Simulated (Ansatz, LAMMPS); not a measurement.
# Static equation of state of amorphous Si0.375Ge0.625 (72 atoms)

Density of this cell: 4.07 g/cm³. The cell holds 72 atoms: 27 Si and 45 Ge. Cell: a = 11.540 Å, b = 11.830 Å, c = 12.040 Å, α = 89.7°, β = 89.3°, γ = 90.6°. The starting structure: 72 atoms (27 Si, 45 Ge) placed at random at 4.12 g/cm³, melted at 3500 K for 10 ps at fixed volume with the Tersoff potential (Tersoff, Phys. Rev. B 39, 5566 (1989)). Quenched from 3500 K to 300 K at 20 K/ps and fixed volume, annealed at 800 K for 20 ps, held 5 ps, then minimised at fixed cell.

Calculated with Ansatz 0.2.0: Kohn-Sham DFT, PBE, PAW (set soft_2), plane waves; cutoff 420 eV, Γ point, gaussian smearing of 0.05 eV. Cell and atoms were relaxed first, to V0 = 22.826 Å³ an atom at a residual P0 = 0.011 GPa. The cell was then scaled evenly, and the atoms were relaxed at each volume.

| volume (Å³/atom) | pressure (GPa) |
| --- | --- |
| 20.543 | 7.089 |
| 21.456 | ? |
| 22.141 | 1.809 |
| 23.510 | -1.506 |
| 24.195 | -2.740 |

**Question.** Fit the third-order Birch–Murnaghan equation to the rows given and interpolate to the withheld row.

**Working.**

Take the Eulerian strain f = ½[(V0/V)^(2/3) − 1] and the normalised pressure F = (P − P0) / [3f(1 + 2f)^(5/2)]. The third-order Birch–Murnaghan equation is then the line F = B0 + (3/2)B0(B′ − 4) f, so u = f and v = F.

| u = f | v = F (GPa) |
| --- | --- |
| 0.0363831 | 54.4032 |
| 0.0102567 | 55.5637 |
| -0.00975650 | 54.4383 |
| -0.0190504 | 53.0398 |

With n = 4: mean u = 0.00445824, mean v = 54.3613, Σ(u − ū)² = 0.0018075, Σ(u − ū)(v − v̄) = 0.038282. Slope b = 0.038282 / 0.0018075 = 21.179; intercept a = v̄ − b ū = 54.267.

So B0 = a = 54.3 GPa and B′ = 4 + 2b/(3a) = 4.26. At the withheld volume f = 0.02106, F = a + b f = 54.71 GPa, and P = P0 + 3f(1 + 2f)^(5/2) F.

Prediction at 21.456: 3.842 GPa. The run gave 3.855 GPa, so the fit is low by 0.013 GPa (0.32 % of the value).

Among the rows given, the largest miss of the fit is at 20.543, by 0.083 GPa (0.84 % of the range of the table).

Limits: Static cells at zero temperature; the cell shape is held. The program notes that the SCF threshold of these relaxations is loose for the stress. The quench rate of 20 K/ps is many orders above laboratory rates, so the cell is likely richer in defects and strain than a real sample. The network of bonds at the start is that of the classical potential that made the cell, and needn't be the one that DFT or experiment would give. Only the Γ point is sampled, in a cell whose shortest periodic width is 12 Å.

[Hosts, paths, dates, database ids (printed as entryN), source tags and the programs' standing remarks are cut or masked in the printed files.]
